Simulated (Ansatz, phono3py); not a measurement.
## Heat carried by phonons in ZnSe (Stilleite, F-43m)

Wanted: κ(T), lifetimes and mean free paths for ZnSe (Stilleite).

Measurements to reproduce:
- thermal conductivity 19 W/m/K near room temperature (given in “Combining the AFLOW GIBBS and Elastic Libraries to efficiently and robustly screen thermo-mechanical properties of solids”, 2017, arXiv:1611.05714)

Main program and level: Ansatz 0.2.0; DFT LDA, scalar-relativistic, plane waves, PAW.

**Measured values to reproduce.**

“Phonon-based partition of (ZnSe-like) semiconductor mixed crystals on approach to their pressure-induced structural transition” (2020, arxiv:2008.07187) quotes from earlier work for ZnSe, zincblende (pure ZnSe, earlier work): Raman mode (TO) about 207 cm⁻¹ [Literature Raman frequency quoted as a normalising parameter in the cross-section model].

## Step 1: The structure

The structure is cubic, space group F-43m (No. 216). The conventional cell has a = 5.668 Å, b = 5.668 Å, c = 5.668 Å, α = 90.00°, β = 90.00°, γ = 90.00°. Zn has 4 Se at 2.45 Å nearest. Nearest to Se lie 4 Zn at 2.45 Å. Farther neighbours and most contacts between anions are not listed.

## Step 2: A first coarse run

A cheap single point shows whether the cell is a metal or an insulator and how far it is from rest; that sets the k-mesh and the occupations of what follows.

File input.yaml:

```yaml
crystal:
  lattice:
    - [0.0, 2.8338, 2.8338]
    - [2.8338, 0.0, 2.8338]
    - [2.8338, 2.8338, 0.0]
  atoms:
    - { symbol: Zn, position: [0.0, 0.0, 0.0] }
    - { symbol: Se, position: [0.25, 0.25, 0.25] }
kpoints:
  mp_grid: { grid: [6, 6, 6] }
hamiltonian:
  xc: lda
scf:
  occupations: { method: gaussian, width: 0.1 }
output:
  forces: true
  stress: true
  eigenvalues: true
```

Run with:

```bash
$ ansatz run input.yaml --threads 4 --pin off --max-ram 16384MiB --backend cpu --events-out ev --progress --plain --runs-dir out
```

Numbers of over 12 decimals in the logs are rounded to 6 here.

Log:

```text
Engine: ansatz 0.2.0, aarch64-unknown-linux-gnu
Pseudopotentials: kind: paw
Pseudopotential: Zn, paw, valence charge 12, recommended cutoff 420 eV (normal), Zn.paw.azcp
Pseudopotential: Se, paw, valence charge 16, recommended cutoff 420 eV (normal), Se.paw.azcp
Functional definition: SPW92
  exchange = slater_x
  correlation = pw_c
Crystal: 2 atoms, lattice volume = 45.513 Å³
Basis set: ecut = 420 eV, 893 PW (Γ)
Bands: 18, of which v1, the nominal top of the filled ones, is band 14 counted from 1 (13 counted from 0)
Symmetry: 24 space group operations
Space group: F-43m (ITA 216), of the structure as read, at distance tolerance 3.6e-5 Å
k-points: 16 of 216 (time reversal used)
Non-local potential: Zn, projectors of the file, l = 0: 2, l = 1: 2, l = 2: 3, l = 3: 1
Non-local potential: Se, projectors of the file, l = 0: 2, l = 1: 2, l = 2: 3, l = 3: 1
PAW form: soft (Blöchl's): semilocal exchange-correlation on the pseudo side does not see the compensation charge
PAW frozen core: Zn, regenerated for the run's functional, and the local potential with it (the file was generated under x = pbe(κ = 0.804, μ = 0.219515), c = pbe(β = 0.066725))
PAW frozen core: Se, regenerated for the run's functional, and the local potential with it (the file was generated under x = pbe(κ = 0.804, μ = 0.219515), c = pbe(β = 0.066725))
PAW one-centre angular grid: Zn, 590 points (default); XC on 64 Gauss nodes
PAW one-centre angular grid: Se, 590 points (default); XC on 64 Gauss nodes
Initial density: superposition of atomic densities (neutral atoms: chi_scale 0, normalization atom), corrected by the library's trained network
Initial wavefunctions: pseudopotential atomic-orbital guess
Functional: x = slater, c = lda
SCF iter   1: F=—  HF=-8630.820141 eV  |F-HF|=—  |Δ(HF+E_count)|=         —  Δρ=5.22e-3  dr2=7.22e-3  ethr=1.77e-3  ⟨swp⟩=5.3  Hψ=1424  notcnv=0
preconditioner: auto → none  [insulator: Δε(μ)=0.994 eV  Ē_g=11.849 eV  σ=0.100 eV  W_gap=1.00  n_scr=14 (ndim 8)  ℏωp=23.4 eV  f_vac=0.121  D(μ)=0.00/eV (n_scr^D=0)  ε∞_Penn≈4.9]
SCF iter   2: F=—  HF=-8630.817938 eV  |F-HF|=—  |Δ(HF+E_count)|=   2.20e-3  Δρ=1.99e-3  dr2=8.63e-4  ethr=2.58e-5  ⟨swp⟩=2.0  Hψ=508  notcnv=0
SCF iter   3: F=—  HF=-8630.817844 eV  |F-HF|=—  |Δ(HF+E_count)|=   9.38e-5  Δρ=1.37e-3  dr2=3.81e-4  ethr=3.08e-6  ⟨swp⟩=2.0  Hψ=416  notcnv=0
SCF iter   4: F=—  HF=-8630.817744 eV  |F-HF|=—  |Δ(HF+E_count)|=   1.00e-4  Δρ=2.55e-4  dr2=2.66e-5  ethr=1.36e-6  ⟨swp⟩=2.0  Hψ=415  notcnv=0
SCF iter   5: F=—  HF=-8630.817731 eV  |F-HF|=—  |Δ(HF+E_count)|=   1.23e-5  Δρ=1.94e-5  dr2=1.92e-7  ethr=9.50e-8  ⟨swp⟩=2.0  Hψ=416  notcnv=0
SCF iter   6: F=-8630.817731 eV  HF=-8630.817731 eV  |F-HF|=7.77e-9  |Δ(HF+E_count)|=   5.25e-8  Δρ=4.23e-6  dr2=4.60e-9  ethr=3.57e-10  ⟨swp⟩=5.1  Hψ=1298  notcnv=0
SCF 1 converged in 6 iterations: F = -8630.817731 eV  dr2 = 4.60e-9
  greatest PAW one-centre occupation: 1.000 electrons in one spin orbital (limit 2), on the Se atom at site 1 (counted from 0), in its partial waves of l = 2
SCF converged after 6 iterations
Free energy (F): -8630.817731 eV
Harris-Foulkes:  -8630.817731 eV  (|F-HF|=7.77e-9)
Internal energy: -8630.817731 eV  (E = F + TS)
E sigma→0 (E₀):  -8630.817731 eV
Fermi energy:    6.977613 eV
--- Per-component energies (eV) ---
  E_band       = -394.028600
  E_kinetic    = 250.814958
  E_local      = -4403.839129  (includes V_loc(G=0)·N_el)
  E_nonlocal   = 27.826116
  E_hartree    = 2034.053407
  E_xc         = -238.921324
  E_vxc        = -151.799835  (∫ρ·V_xc dr)
  E_paw        = -3583.582521  (= ΣΔE_a)
  E_vpaw       = -185.140607  (= ΣTr[D̂ρ^β])
  E_aug_tail   = -0.000897  (compensation charges beyond the density's cutoff)
  E_ewald      = -2720.942845
  E_core_change = 3.774504  (= ΣΔE_core)
  E_smearing   = -0.000000  (= −TS)
  E_closure    = -0.000000  (closes the sum)
  Σ components = -8630.817731   (vs F -8630.817731, Δ=0.00e0)
--- Forces (eV/Å), atoms counted from 1 ---
  atom   1  Zn     0.00000000    -0.00000000     0.00000000
  atom   2  Se    -0.00000000     0.00000000     0.00000000
  max |Σ_I F_I| component: 2.17e-16 eV/Å
--- Stress (GPa, compression-positive) ---
       -3.373416       0.000000       0.000000
       -0.000000      -3.373416       0.000000
       -0.000000       0.000000      -3.373416
  P = ⅓ Tr σ = -3.3734 GPa (-33.734 kbar)
--- Band table (eV; the first three rows and the last of 16) ---
  k-point 0: bands = [... 10 lower, 0.1554, 6.4577, 6.4577, 6.4577, 7.4870, 12.1709, 12.1709, 12.1709]
  k-point 1: bands = [... 10 lower, 0.1536, 4.4816, 6.2025, 6.2025, 8.8144, 12.1935, 12.5738, 12.5739]
  k-point 2: bands = [... 10 lower, 0.1616, 2.3273, 5.7723, 5.7723, 8.9472, 12.8474, 12.8474, 13.8354]
  k-point 15: bands = [... 10 lower, 0.4272, 1.6855, 3.8001, 3.8742, 10.7741, 11.1453, 14.5738, 14.9118]
```

It took 1.1 s on 4 threads of Arm Neoverse V1, shared host; peak memory 0.3 GiB; 2 s of CPU time.

Numbers from this step:

| Item | Value |
| --- | --- |
| pressure | -3.373 GPa |
| gap on the k-mesh | 1.029 eV |
| volume per atom | 22.76 Å³ |

The start is under -3.4 GPa at this level and looks like an insulator or semiconductor on this mesh.

## Step 3: Relaxation

Phonons are second derivatives about a minimum, so cell and atoms are relaxed first, inside the symmetry of the start.

input.yaml, the sections that differ from step 2:

```yaml
kpoints:
  mp_grid: { grid: [8, 8, 8] }
scf:
  occupations: { method: gaussian, width: 0.02 }
output:
  forces: true
  stress: true
  eigenvalues: true
  write_density: true
  write_potential: true
  elf: true
  volumetric_format: npy
relax:
  adjacent_minimum: "off"
  f_tol: 0.005
  max_steps: 80
  cell: { stress_tol: 0.05 }
# crystal, hamiltonian: as in step 2
```

Log:

```text
[...]
Crystal: 2 atoms, lattice volume = 45.513 Å³
Basis set: ecut = 420 eV, 893 PW (Γ)
Bands: 18, of which v1, the nominal top of the filled ones, is band 14 counted from 1 (13 counted from 0)
Symmetry: 24 space group operations
[...]
k-points: 29 of 512 (time reversal used)
[...]
SCF iter   1: F=—  HF=-8630.826464 eV  |F-HF|=—  |Δ(HF+E_count)|=         —  Δρ=5.35e-3  dr2=7.93e-3  ethr=1.77e-3  ⟨swp⟩=6.0  Hψ=2669  notcnv=0
[...]
SCF iter   6: F=-8630.823861 eV  HF=-8630.823861 eV  |F-HF|=5.50e-9  |Δ(HF+E_count)|=   5.36e-8  Δρ=4.17e-6  dr2=4.65e-9  ethr=3.57e-10  ⟨swp⟩=8.8  Hψ=3629  notcnv=0
SCF 1 converged in 6 iterations: F = -8630.823861 eV  dr2 = 4.65e-9
[...]
relax step   1: F+E_penalty+E_count = -8630.82386085 eV  Δ(F+E_penalty+E_count) = +0.000e0 eV  max|allowed force component| = 1.573e-16 eV/Å  Δτ_max = 0.0000 Å  P = -3.395 GPa  Ω = 45.513 Å³  (6 SCF iters, dr2 threshold 1.00e-7 eV, accepted)
Crystal: 2 atoms, lattice volume = 43.681 Å³
Basis set: ecut = 420 eV, 869 PW (Γ)
[...]
iter 1 solved again at ethr=3.55e-6 eV; its pass at ethr=3.10e-3 eV (dr2=9.94e-4 eV) is discarded
[...]
SCF iter   5: F=-8630.849265 eV  HF=-8630.849265 eV  |F-HF|=1.00e-8  |Δ(HF+E_count)|=   1.56e-7  Δρ=8.39e-6  dr2=1.73e-8  ethr=7.14e-10  ⟨swp⟩=6.1  Hψ=3374  notcnv=0
SCF 2 converged in 5 iterations: F = -8630.849265 eV  dr2 = 1.73e-8
relax step   2: F+E_penalty+E_count = -8630.84926497 eV  Δ(F+E_penalty+E_count) = -2.540e-2 eV  max|allowed force component| = 5.378e-17 eV/Å  Δτ_max = 0.0000 Å  P = -0.863 GPa  Ω = 43.681 Å³  energy of the carried Pulay correction = +4.842e-4 eV  (5 SCF iters, dr2 threshold 2.00e-7 eV, accepted)
Crystal: 2 atoms, lattice volume = 43.090 Å³
[...]
SCF iter   5: F=-8630.850874 eV  HF=-8630.850874 eV  |F-HF|=3.29e-9  |Δ(HF+E_count)|=   2.48e-8  Δρ=3.96e-6  dr2=3.75e-9  ethr=7.14e-10  ⟨swp⟩=8.3  Hψ=3496  notcnv=0
SCF 3 converged in 5 iterations: F = -8630.850874 eV  dr2 = 3.75e-9
relax step   3: F+E_penalty+E_count = -8630.85087420 eV  Δ(F+E_penalty+E_count) = -1.609e-3 eV  max|allowed force component| = 6.303e-17 eV/Å  Δτ_max = 0.0000 Å  P = +0.090 GPa  Ω = 43.090 Å³  energy of the carried Pulay correction = +6.447e-4 eV  (5 SCF iters, dr2 threshold 2.00e-7 eV, accepted)
[...]
relax step   4: F+E_penalty+E_count = -8630.85087429 eV  Δ(F+E_penalty+E_count) = -8.922e-8 eV  max|allowed force component| = 5.435e-17 eV/Å  Δτ_max = 0.0000 Å  P = -0.002 GPa  Ω = 43.145 Å³  energy of the carried Pulay correction = +6.296e-4 eV  (4 SCF iters, dr2 threshold 2.03e-8 eV, accepted)
[...]
SCF iter   6: F=-8630.850237 eV  HF=-8630.850237 eV  |F-HF|=3.64e-12  |Δ(HF+E_count)|=  6.73e-11  Δρ=2.10e-7  dr2=3.67e-12  ethr=1.00e-12  ⟨swp⟩=4.7  Hψ=2613  notcnv=0
SCF 5 converged in 6 iterations: F = -8630.850237 eV  dr2 = 3.67e-12
relax step   5: F+E_penalty+E_count = -8630.85023707 eV  Δ(F+E_penalty+E_count) = +6.372e-4 eV  max|allowed force component| = 5.609e-17 eV/Å  Δτ_max = 0.0000 Å  P = -0.003 GPa  Ω = 43.145 Å³  stress off target by 2.69e-3 GPa  SCF on the basis re-selected at this cell (its energy is not comparable with the rows above)  (6 SCF iters)
basis re-selected at this cell: Δ(F+E_penalty+E_count) = +6.372e-4 eV, ΔP = -0.001 GPa vs the last step (what re-selecting the basis moved, of the pressure what is left beyond the Pulay correction that the steps carried, after the strain that the cell walked since its last selection, with what the two solves' SCF thresholds leave and, on support functions, any second-order correction that the steps lacked; it is no m [...]
SCF converged after 6 iterations
Free energy (F): -8630.850237 eV
[...]
Internal energy: -8630.850237 eV  (E = F + TS)
E sigma→0 (E₀):  -8630.850237 eV
Fermi energy:    7.832503 eV
[...]
--- Stress (GPa, compression-positive) ---
       -0.002694      -0.000000       0.000000
       -0.000000      -0.002694       0.000000
        0.000000       0.000000      -0.002694
  P = ⅓ Tr σ = -0.0027 GPa (-0.027 kbar)
--- Band table (eV; the first three rows and the last of 29) ---
  k-point 0: bands = [... 10 lower, 0.7522, 7.2075, 7.2075, 7.2075, 8.4572, 12.9065, 12.9065, 12.9065]
  k-point 1: bands = [... 10 lower, 0.7505, 5.7930, 7.0379, 7.0379, 9.4833, 12.8602, 13.1796, 13.1796]
  k-point 2: bands = [... 10 lower, 0.7519, 3.9533, 6.6797, 6.6797, 9.9025, 13.5760, 13.5760, 13.7667]
  k-point 28: bands = [... 10 lower, 1.0983, 2.1945, 4.1833, 4.2517, 12.5565, 12.9010, 14.1380, 14.7697]
--- Relaxed structure (4 steps of the walk, 4 accepted, 1 SCFs on fresh bases) ---
  F+E_penalty+E_count = -8630.85023707 eV   max|allowed force component| = 5.609e-17 eV/Å   (the final SCF, on the basis selected at the relaxed cell)
  cell:  # Å, volume = 43.1449 Å³
    - [0, 2.783768, 2.783768]
    - [2.783768, 0, 2.783768]
    - [2.783768, 2.783768, 0]
  atoms:
    - { symbol: Zn, position: [0, 0, 0] }
    - { symbol: Se, position: [0.25, 0.25, 0.25] }
```

It took 4.5 s on 4 threads; peak memory 0.35 GiB.

Step by step:

```tsv
step	energy less that of the first step (eV)	largest force component (eV/Å)	pressure (GPa)	volume (Å³)
1	0.0000	0.0000	-3.40	45.51
2	-0.0254	0.0000	-0.86	43.68
3	-0.0270	0.0000	0.09	43.09
4	-0.0270	0.0000	0.00	43.14
5*	-0.0264	0.0000	0.00	43.14
```

Relaxation steps marked * repeat the geometry before them on a plane-wave basis chosen anew for their cell, so energy and pressure can jump there.

The run keeps the 24 symmetry operations that it works with, so distortions that break them were not tested.

```tsv
conventional cell, symmetrised	before	after	change
a (Å)	5.668	5.568	-1.8 %
b (Å)	5.668	5.568	-1.8 %
c (Å)	5.668	5.568	-1.8 %
volume (Å³/atom)	22.76	21.57	-5.2 %
```

The relaxed structure:

```
Zn Se
1.0
     0.00000    2.78377    2.78377
     2.78377    0.00000    2.78377
     2.78377    2.78377    0.00000
Zn Se
1 1
Direct
  0.00000 0.00000 0.00000
  0.25000 0.25000 0.25000
```

Numbers from this step:

```
pressure          : -0.002694 GPa
gap on the k-mesh : 1.250 eV
volume per atom   : 21.57 Å³
```

Valence density in the ac plane of a cell with a along [110], b along [-110] and c along [001] of the cube at fractional y = 0.000, with atoms of Zn and Se within 0.2 Å of it. It is the smooth field of the valence electrons, not physical close to the nuclei.

Ten steps, logarithmic in the rise over the least value, from '_' (0 e/Å³) to '@' (35 e/Å³), each cell a mean:
```
%%++::............--##%%++::............--##
==::..::::----::..::--==::..::::----::..::--
......::++##**--::..........::++##**--::....
____..--##@@%%==::..______..--##@@%%==::..__
____..::++%%##--..________..::++%%##--..____
______..::----::..__________..::----::..____
________........______________........______
____________________________________________
____________________________________________
____________________________________________
____________________________________________
____________________________________________
::..______________..::::..______________..::
**--..__________..::++**--..__________..::++
@@**::..________..==%%@@**::..________..==%%
```
Columns run along a (7.9 Å), rows up along c (5.6 Å), edges of the conventional cell, whose origin can differ from the input's. Atoms in or near the plane, at fractional coordinates: Zn at (0.50, 0.00), Zn at (0.00, 0.00), Se at (0.75, 0.75), Se at (0.25, 0.75).

ELF in the ac plane of a cell with a along [110], b along [-110] and c along [001] of the cube at fractional y = 0.000, with atoms of Zn and Se within 0.2 Å of it. It is the smooth field of the valence electrons, not physical close to the nuclei.

Ten even steps from '_' (0.00) to '@' (0.80), each cell a mean:
```
____::++%%%%%%##--..______::++%%%%%%##--..__
..::==%%@@@@@@@@**::....::==%%@@@@@@@@**::..
::--##@@%%++##@@@@==::::--##@@%%++##@@@@==::
::==%%@@**::==%%@@**::::==%%@@**::==%%@@**::
..--##@@%%++**@@%%++::..--##@@%%++**@@%%++::
__::**%%@@@@@@@@##--..__::**%%@@@@@@@@##--..
____--**%%%%%%##==..______--**%%%%%%##==..__
______::==++++--..__________::==++++--..____
________......________________......________
____________________________________________
....______________........______________....
::::..__________....::::::..__________....::
::::::..______....::::::::::..______....::::
__..::::........::::____..::::........::::__
____::::==++==--::..______::::==++==--::..__
```
Columns run along a (7.9 Å), rows up along c (5.6 Å), edges of the conventional cell, whose origin can differ from the input's. Atoms in or near the plane, at fractional coordinates: Zn at (0.50, 0.00), Zn at (0.00, 0.00), Se at (0.75, 0.75), Se at (0.25, 0.75).

Electrostatic potential energy in the ac plane of a cell with a along [110], b along [-110] and c along [001] of the cube at fractional y = 0.000, with atoms of Zn and Se within 0.2 Å of it. With pseudopotentials it is smooth inside the atoms' cores, unlike the true potential.

Values in eV, 8 rows by 16 columns, each cell a mean:
```
-26 -12   4  -2  -3   3  -4 -24 -26 -12   4  -2  -3   3  -4 -24
  4   6  -7  -5  -2 -10   4   5   4   6  -7  -5  -2 -10   4   5
 11   9  -4  -8  -6  -9   7  11  11   9  -4  -8  -6  -9   7  11
 12  12   9   4   3   7  11  12  12  12   9   4   3   7  11  12
 12  12  12  11  11  12  12  12  12  12  12  11  11  12  12  12
 11  11  12  12  12  12  11  11  11  11  12  12  12  12  11  11
 -2   5  10  12  12  11   8   0  -2   5  10  12  12  11   8   0
-30 -16   7  10  11   9  -6 -28 -30 -16   7  10  11   9  -6 -28
```
Columns run along a (7.9 Å; values clipped at the 3rd and 97th percentile), rows up along c (5.6 Å), edges of the conventional cell, whose origin can differ from the input's. Atoms in or near the plane, at fractional coordinates: Zn at (0.50, 0.00), Zn at (0.00, 0.00), Se at (0.75, 0.75), Se at (0.25, 0.75).

The relaxation ends with a pressure of 0.00 GPa.

## Step 4: Tight relaxation

The thresholds are tightened for a last relaxation ahead of the phonons, and where mesh or smearing change with them the cell follows.

File input.yaml:

```yaml
crystal:
  lattice:
    - [0.0, 2.783768019, 2.783768019]
    - [2.783768019, 0.0, 2.783768019]
    - [2.783768019, 2.783768019, 0.0]
  atoms:
    - { symbol: Zn, position: [0.0, 0.0, 0.0] }
    - { symbol: Se, position: [0.25, 0.25, 0.25] }
kpoints:
  mp_grid: { grid: [9, 9, 9] }
hamiltonian:
  xc: lda
scf:
  occupations: { method: fixed }
output:
  forces: true
  stress: true
  eigenvalues: true
relax:
  adjacent_minimum: "off"
  f_tol: 0.001
  max_steps: 60
  cell: { stress_tol: 0.01 }
```

Log:

```text
[...]
Crystal: 2 atoms, lattice volume = 43.145 Å³
Basis set: ecut = 420 eV, 869 PW (Γ)
Bands: 18, of which v1, the nominal top of the filled ones, is band 14 counted from 1 (13 counted from 0)
Symmetry: 24 space group operations
[...]
k-points: 35 of 729 (time reversal used)
[...]
k-point 34: bands = [... 10 lower, 1.0604, 2.2232, 4.0374, 4.6011, 12.3704, 12.7170, 13.9114, 15.5890]
--- Relaxed structure (1 steps of the walk, 1 accepted, 1 SCFs on fresh bases) ---
[...]
cell:  # Å, volume = 43.1449 Å³
    - [0.0, 2.783768019, 2.783768019]
    - [2.783768019, 0.0, 2.783768019]
    - [2.783768019, 2.783768019, 0.0]
  atoms:
    - { symbol: Zn, position: [0.0, 0.0, 0.0] }
    - { symbol: Se, position: [0.25, 0.25, 0.25] }
[key lines of the parts left out:]
SCF converged after 6 iterations
Free energy (F): -8630.850829 eV
Fermi energy:    7.207015 eV
P = ⅓ Tr σ = -0.0038 GPa (-0.038 kbar)
```

Run time: 2.4 s. Hardware: 4 threads; peak memory 0.35 GiB.

Little changed from the start: no atom moved by 0.005 Å and no cell edge by 0.1 %.

Numbers from this step:

| Item | Value |
| --- | --- |
| pressure | -0.003796 GPa |

The residual pressure is -0.0038 GPa, small enough for phonons.

(Part 1 of 3 ends here.)

[Logs are printed without paths, hosts, clocks, repeated set-up lines and the standing remarks that a program may print on its own settings, such as how far it seeks lower states.]

[Hosts, paths, dates, database ids (printed as entryN), source tags and the programs' standing remarks are cut or masked in the printed files.]

[A step with changed settings may run another functional than the one named; its input shows which.]
